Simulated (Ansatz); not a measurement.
# Generalised stacking fault on (110) of a KCl-RbCl solid solution (80 atoms): atom by atom

The starting structure: CsCl-type KCl lattice (a = 3.6697 Å, the value set for the mixture), cell with z along [110], 2 x 2 x 5 periods; the third cell vector is tilted by 0.667 of [001] and lengthened by 0.1 Å, so the cell holds one fault; displaced by a Gaussian of 0.01 Å; 13 of 40 K sites given to Rb at random (lattice constant by Vegard's rule between KCl and RbCl).

Geometry: step 2 of a relaxation. Computed with Ansatz 0.2.0: Kohn-Sham DFT, LDA, PAW (set soft_2), plane waves; cutoff 420 eV, k-mesh 2×1×1, fermi-dirac smearing of 0.025 eV.

Cell vectors (Å):

```
7.339 0.000 0.000
0.000 10.379 0.000
2.446 0.000 26.049
```

Positions (Å):

```
1 Rb 7.302 0.008 25.808
2 Cl 1.800 10.350 2.603
3 K 3.626 10.363 25.801
4 Cl 5.645 10.332 2.722
5 K 7.300 5.181 25.876
6 Cl 1.856 5.217 2.662
7 K 3.618 5.199 25.863
8 Cl 5.578 5.226 2.667
9 K 7.373 2.619 2.704
10 Cl 1.826 2.630 5.271
11 Rb 3.723 2.590 2.714
12 Cl 5.590 2.631 5.286
13 K 7.389 10.378 5.238
14 Cl 1.811 0.033 7.783
15 Rb 3.697 0.005 5.224
16 Cl 5.570 0.023 7.782
17 K 7.377 7.756 2.700
18 Cl 1.819 7.747 5.217
19 K 3.704 7.796 2.704
20 Cl 5.580 7.739 5.223
21 K 7.369 5.189 5.251
22 Cl 1.834 5.162 7.803
23 K 3.697 5.190 5.232
24 Cl 5.545 5.161 7.809
25 K 7.357 2.599 7.824
26 Cl 1.866 2.658 10.354
27 K 3.690 2.598 7.796
28 Cl 5.483 2.659 10.352
29 Rb 7.343 10.379 10.413
30 Cl 1.866 10.353 13.039
31 Rb 3.672 10.375 10.391
32 Cl 5.484 10.340 13.041
33 K 7.359 7.772 7.808
34 Cl 1.819 7.722 10.418
35 Rb 3.688 7.779 7.813
36 Cl 5.535 7.717 10.421
37 K 7.351 5.186 10.368
38 Cl 1.832 5.219 12.923
39 K 3.684 5.189 10.368
40 Cl 5.503 5.219 12.924
41 Rb 7.342 2.593 12.959
42 Cl 1.852 2.563 15.545
43 K 3.672 2.599 12.953
44 Cl 5.478 2.560 15.544
45 K 7.344 0.001 15.568
46 Cl 1.873 10.379 18.131
47 K 3.677 10.372 15.571
48 Cl 5.447 0.000 18.132
49 K 7.351 7.783 12.971
50 Cl 1.831 7.816 15.507
51 K 3.686 7.779 12.960
52 Cl 5.500 7.815 15.513
53 K 7.338 5.185 15.521
54 Cl 1.847 5.186 18.093
55 Rb 3.663 5.193 15.514
56 Cl 5.468 5.190 18.093
57 Rb 7.330 2.586 18.135
58 Cl 9.176 2.525 20.750
59 K 3.656 2.591 18.133
60 Cl 5.462 2.532 20.750
61 K 7.330 0.005 20.693
62 Cl 9.144 0.026 23.250
63 K 3.652 0.003 20.696
64 Cl 5.471 0.032 23.233
65 Rb 7.332 7.791 18.112
66 Cl 9.155 7.849 20.718
67 K 3.662 7.784 18.124
68 Cl 5.485 7.848 20.718
69 Rb 7.324 5.183 20.722
70 Cl 9.125 5.162 23.362
71 Rb 3.649 5.189 20.731
72 Cl 5.502 5.158 23.366
73 K 7.312 2.580 23.294
74 Cl 9.173 2.626 25.894
75 K 3.631 2.591 23.287
76 Cl 5.407 2.626 25.783
77 K 7.317 7.788 23.303
78 Cl 9.135 7.753 25.914
79 Rb 3.644 7.785 23.310
80 Cl 5.469 7.758 25.921
```

Q: Give the force on every atom.

Columns: atom, fx, fy, fz (forces in eV/Å).

```
1 -0.043 0.013 0.105
2 0.152 0.021 0.102
3 -0.020 0.029 -0.045
4 -0.086 0.041 -0.004
5 -0.029 -0.002 -0.068
6 0.069 -0.019 0.101
7 -0.001 -0.015 -0.057
8 -0.027 -0.025 0.093
9 0.042 -0.013 0.070
10 0.030 -0.005 -0.020
11 0.013 -0.006 -0.090
12 -0.037 0.005 -0.020
13 -0.012 -0.007 -0.022
14 0.012 -0.023 0.017
15 0.003 -0.030 -0.030
16 -0.016 -0.012 0.011
17 0.038 0.011 0.058
18 0.049 0.021 0.014
19 0.037 -0.024 0.076
20 -0.043 0.007 0.035
21 0.002 -0.001 -0.021
22 0.019 0.015 -0.003
23 0.011 0.010 -0.003
24 -0.021 0.020 -0.005
25 0.005 0.032 -0.008
26 0.011 -0.029 0.013
27 0.001 0.037 0.001
28 0.001 -0.039 0.019
29 0.006 0.005 0.016
30 -0.005 0.008 -0.035
31 0.014 -0.011 0.005
32 0.012 0.033 -0.042
33 -0.004 -0.022 -0.001
34 0.011 0.027 -0.022
35 0.005 -0.018 -0.014
36 0.002 0.038 -0.026
37 -0.003 0.004 0.007
38 -0.006 -0.018 0.023
39 -0.012 0.010 0.008
40 0.026 -0.022 0.028
41 -0.007 0.003 -0.003
42 -0.002 0.002 -0.003
43 -0.001 0.002 0.018
44 0.008 0.010 -0.008
45 -0.006 -0.013 -0.017
46 -0.009 -0.003 -0.020
47 -0.015 -0.003 -0.022
48 0.018 -0.002 -0.014
49 -0.007 -0.012 0.017
50 -0.008 -0.015 0.020
51 -0.022 -0.005 0.012
52 0.022 -0.019 0.011
53 -0.010 0.018 -0.015
54 -0.017 0.007 0.023
55 0.005 0.009 -0.029
56 0.024 -0.005 0.023
57 -0.014 -0.016 -0.002
58 -0.010 0.048 -0.025
59 0.009 -0.020 -0.006
60 0.015 0.043 -0.034
61 -0.025 -0.005 0.021
62 -0.008 -0.003 0.024
63 0.006 -0.007 0.017
64 0.007 -0.041 0.032
65 -0.009 0.016 -0.009
66 -0.012 -0.031 -0.007
67 -0.003 0.025 -0.020
68 0.022 -0.033 -0.014
69 -0.016 0.000 0.013
70 -0.024 -0.009 -0.034
71 0.012 -0.001 0.020
72 0.003 0.043 -0.069
73 -0.007 0.023 0.033
74 -0.095 -0.023 -0.074
75 0.001 0.004 0.038
76 0.042 -0.027 0.024
77 -0.016 -0.005 0.028
78 -0.057 0.013 -0.127
79 0.011 -0.009 0.029
80 -0.013 -0.005 -0.117
```

The r.m.s. force component is 0.0320 eV/Å; the longest force, 0.184 eV/Å, acts on Cl2. The energy lies 8.7 meV/atom below that of the first step of this run.

[Logs are printed without paths, hosts, clocks, repeated set-up lines and the standing remarks that a program may print on its own settings, such as how far it seeks lower states.]

[Hosts, paths, dates, database ids (printed as entryN), source tags and the programs' standing remarks are cut or masked in the printed files.]
